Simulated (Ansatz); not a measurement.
**NaB (Fm-3m): the cell at rest**

Task: relax NaB (Fm-3m) tightly.

Main program and level: Ansatz 0.2.0; DFT PBEsol, scalar-relativistic, plane waves, PAW; PAW set soft_1.

Most raw output is cut from this account.

### Step 1. The structure

Symmetry: Fm-3m, No. 225, cubic system. The conventional cell has a = 5.368 Å, b = 5.368 Å, c = 5.368 Å, α = 90.00°, β = 90.00°, γ = 90.00°. Na has 6 B at 2.68 Å nearest. Nearest to B lie 6 Na at 2.68 Å. Farther neighbours are not listed.

### Step 2. Probe on a coarse mesh

First a cheap look: the gap decides the mesh and the occupations, the pressure tells how far the cell has to move.

Contents of input.yaml:

```yaml
crystal:
  lattice:
    - [0.0, 2.683869, 2.683869]
    - [2.683869, 0.0, 2.683869]
    - [2.683869, 2.683869, 0.0]
  atoms:
    - { symbol: Na, position: [0.0, 0.0, 0.0] }
    - { symbol: B, position: [0.5, 0.5, 0.5] }
kpoints:
  mp_grid: { grid: [6, 6, 6] }
hamiltonian:
  xc: pbesol
  pseudopotentials: { kind: paw, azcp: { folder: soft_1 }, xc_functional: pbe }
scf:
  occupations: { method: gaussian, width: 0.1 }
output:
  forces: true
  stress: true
  eigenvalues: true
```

Run with:

```console
$ ansatz run input.yaml --threads 4 --pin off --max-ram 10240MiB --backend cpu --events-out ev --progress --plain --runs-dir out
```

The job ended after 0.78 s (4 threads of Arm Neoverse V2, shared host; peak memory 0.25 GiB).

Numbers from this step:

```
pressure          : -0.7414 GPa
volume per atom   : 19.33 Å³
gap on the k-mesh : 0 eV
```

The coarse mesh shows no gap and a pressure of -0.7 GPa.

### Step 3. Relaxation

The cell and atoms are relaxed, since residual forces and stress would shift the frequencies.

input.yaml, as its differences from that of step 2:

```diff
@@ -9,3 +9,3 @@
 kpoints:
-  mp_grid: { grid: [6, 6, 6] }
+  mp_grid: { grid: [14, 14, 14] }
 hamiltonian:
@@ -19 +19,6 @@
   eigenvalues: true
+relax:
+  adjacent_minimum: "off"
+  f_tol: 0.005
+  max_steps: 80
+  cell: { stress_tol: 0.05 }
```

Wall time 2.5 s (4 threads); peak memory 0.33 GiB.

Relaxation path:

| step | energy less that of the first step (eV) | largest force component (eV/Å) | pressure (GPa) | volume (Å³) |
| --- | --- | --- | --- | --- |
| 1 | 0.0000 | 0.0000 | -0.99 | 38.66 |
| 2 | -0.0046 | 0.0000 | -0.18 | 37.48 |
| 3 | -0.0047 | 0.0000 | 0.01 | 37.23 |
| 4* | -0.0046 | 0.0000 | 0.01 | 37.23 |

Relaxation steps marked * repeat the geometry before them on a plane-wave basis chosen anew for their cell, so energy and pressure can jump there.

The run keeps the 48 symmetry operations that it works with, so distortions that break them were not tested.

| conventional cell, symmetrised | before | after | change |
| --- | --- | --- | --- |
| a (Å) | 5.368 | 5.300 | -1.3 % |
| b (Å) | 5.368 | 5.300 | -1.3 % |
| c (Å) | 5.368 | 5.300 | -1.3 % |
| volume (Å³/atom) | 19.33 | 18.61 | -3.7 % |

Final coordinates:

```xyz
2
Lattice="0.0000 2.6502 2.6502 2.6502 0.0000 2.6502 2.6502 2.6502 0.0000" Properties=species:S:1:pos:R:3 pbc="T T T"
Na    0.0000    0.0000    0.0000
B     2.6502    2.6502    2.6502
```

This step gave:

| Quantity | Value |
| --- | --- |
| pressure | 0.005401 GPa |
| volume per atom | 18.61 Å³ |

In this step the volume went from 19.33 to 18.61 Å³/atom.

### Step 4. Relaxing to small forces for the phonons

Phonons need a cell at rest on their own settings, so the relaxation is repeated with tight tolerances on forces and stress on the k mesh and occupations of the first response run.

input.yaml, the sections that differ from step 3:

```yaml
crystal:
  lattice:
    - [0.0, 2.6501950063, 2.6501950063]
    - [2.6501950063, 0.0, 2.6501950063]
    - [2.6501950063, 2.6501950063, 0.0]
  atoms:
    - { symbol: Na, position: [0.0, 0.0, 0.0] }
    - { symbol: B, position: [0.5, 0.5, 0.5] }
kpoints:
  mp_grid: { grid: [16, 16, 16] }
scf:
  occupations: { method: methfessel_paxton, width: 0.2 }
relax:
  adjacent_minimum: "off"
  f_tol: 0.001
  max_steps: 60
  cell: { stress_tol: 0.01 }
# hamiltonian, output: as in step 3
```

The job ended after 2.5 s (4 threads; peak memory 0.35 GiB).

Little changed from the start: no atom moved by 0.005 Å and no cell edge by 0.1 %.

Numbers from this step:

| Quantity | Value |
| --- | --- |
| pressure | 0.008235 GPa |
| volume per atom | 18.63 Å³ |

The forces vanish by symmetry and the pressure is 0.008 GPa, within the tolerances set. The cell now holds 18.63 Å³/atom.

### Step 5. Outcome

```json
{
  "space group after relaxation (within 0.01 Å)": "Fm-3m",
  "lattice constant a": "5.302 Å",
  "lattice constant b": "5.302 Å",
  "lattice constant c": "5.302 Å",
  "volume per atom": "18.6 Å³"
}
```

In words: The forces vanish by symmetry and the pressure is 0.008 GPa, within the tolerances set. The cell now holds 18.63 Å³/atom. The relaxation keeps the symmetry of its start, so it says nothing on stability against lower symmetry. The PAW files were made for PBE and serve the other functionals too.

[Logs are printed without paths, hosts, clocks, repeated set-up lines and the standing remarks that a program may print on its own settings, such as how far it seeks lower states.]

[Hosts, paths, dates, database ids (printed as entryN), source tags and the programs' standing remarks are cut or masked in the printed files.]
